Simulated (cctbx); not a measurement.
# Accept or mend?

Cell a = 6.9540 Å, b = 6.9540 Å, c = 9.7750 Å, α = 90.00°, β = 90.00°, γ = 90.00°; space group I4/m (no. 87).

Simulated single-crystal data (cctbx): Cu Kα, λ = 1.54184 Å, to d = 0.83 Å, 50 % of the full sphere, strongest reflection 40000 counts, noise from counting, a 3 % proportional error and a noise floor of 2 counts (s.d.); no absorption.

An anisotropic refinement with weights 1/σ² prints:

```text
Rint 0.025, 235 unique reflections to 0.83 A
cycle     R1     wR2    GooF  max shift (A)
   1  0.1468  0.3240  12.698   0.00479
   3  0.0751  0.1777   6.963   0.00006
final R1 0.0751 wR2 0.1777 GooF 6.963  parameters 15  data/parameter 15.7
atom        x        y        z      Ueq    occ   su(xyz)  su(Uiso or U11)
Yb1    0.00000  0.00000  0.00000  -0.0027  1.000  0.00000  0.0010  NPD
Ba1    0.50000  0.00000  0.25000  -0.0028  1.000  0.00000  0.0009  NPD
S1     0.00000  0.00000  0.50000  -0.0183  1.000  0.00000  0.0024  NPD
Cr1    0.25502  0.22222  0.50000   0.0170  1.000  0.00073  0.0028
S2     0.00000  0.00000  0.27175  -0.0025  1.000  0.00083  0.0025  NPD
difference map: max 14.40 min -4.07 rms 1.24
Q1    0.0000  0.0000  0.0000    2   14.40  0.00 A from Yb1
Q2    0.0000  0.0000  0.5000    2   13.94  0.00 A from S1
Q3    0.0000  0.5000  0.2500    4   10.92  0.00 A from Ba1
Q4    0.0000  0.5000  0.0000    4    1.67  2.30 A from Cr1
Q5    0.1533  0.1330  0.4315   16    1.21  1.15 A from Cr1
Q6    0.1129  0.6952  0.4180   16    1.18  1.16 A from Cr1
```

Q: Accept it or mend it, and why?

Mend it. The fault: elements exchanged: Cr1 is S and S1 is Cr. Against the right model at the same level, R1 goes from 0.0102 to 0.0751 and GooF from 0.95 to 6.96, U of S2 shrinks from 0.0057 to -0.0025 Å², U of S1 shrinks from 0.0055 to -0.0183 Å², U of Yb1 shrinks from 0.0048 to -0.0027 Å², U of Ba1 shrinks from 0.0044 to -0.0028 Å², the top difference peak, 14.4 e/Å³, lies on Yb1 and Yb1, Ba1, S1 and S2 go non-positive-definite. Cr1 has 8 electrons too many and its U swells to shed them, as expected; S1 has 8 electrons too few and its U shrinks to make up, as expected.

The compound is Ba2YbCrS6. The right model at the same level gives:

```text
Rint 0.025, 235 unique reflections to 0.83 A
cycle     R1     wR2    GooF  max shift (A)
   1  0.0106  0.0258   1.011   0.00040
   2  0.0102  0.0242   0.949   0.00000
final R1 0.0102 wR2 0.0242 GooF 0.949  parameters 15  data/parameter 15.7
atom        x        y        z      Ueq    occ   su(xyz)  su(Uiso or U11)
Yb1    0.00000  0.00000  0.00000   0.0048  1.000  0.00000  0.0001
Ba1    0.50000  0.00000  0.25000   0.0044  1.000  0.00000  0.0001
Cr1    0.00000  0.00000  0.50000   0.0055  1.000  0.00000  0.0003
S1     0.25499  0.22150  0.50000   0.0058  1.000  0.00010  0.0003
S2     0.00000  0.00000  0.27166   0.0057  1.000  0.00011  0.0003
difference map: max 0.45 min -0.39 rms 0.11
Q1    0.9922  0.2555  0.5000    8    0.46  1.49 A from S1
Q2    0.0220  0.1765  0.3622   16    0.37  1.52 A from S2
Q3    0.9902  0.3009  0.1068   16    0.35  1.97 A from Ba1
Q4    0.9889  0.2447  0.0000    8    0.35  1.70 A from Yb1
Q5    0.0028  0.2566  0.2334   16    0.30  1.70 A from Ba1
Q6    0.1285  0.7255  0.0618   16    0.30  1.22 A from S1
```

This is a model crystal, built by substitution and not relaxed, with assumed displacement parameters.

[Middle refinement cycles are left out of these outputs.]

[Logs are printed without paths, hosts, clocks, repeated set-up lines and the standing remarks that a program may print on its own settings, such as how far it seeks lower states.]
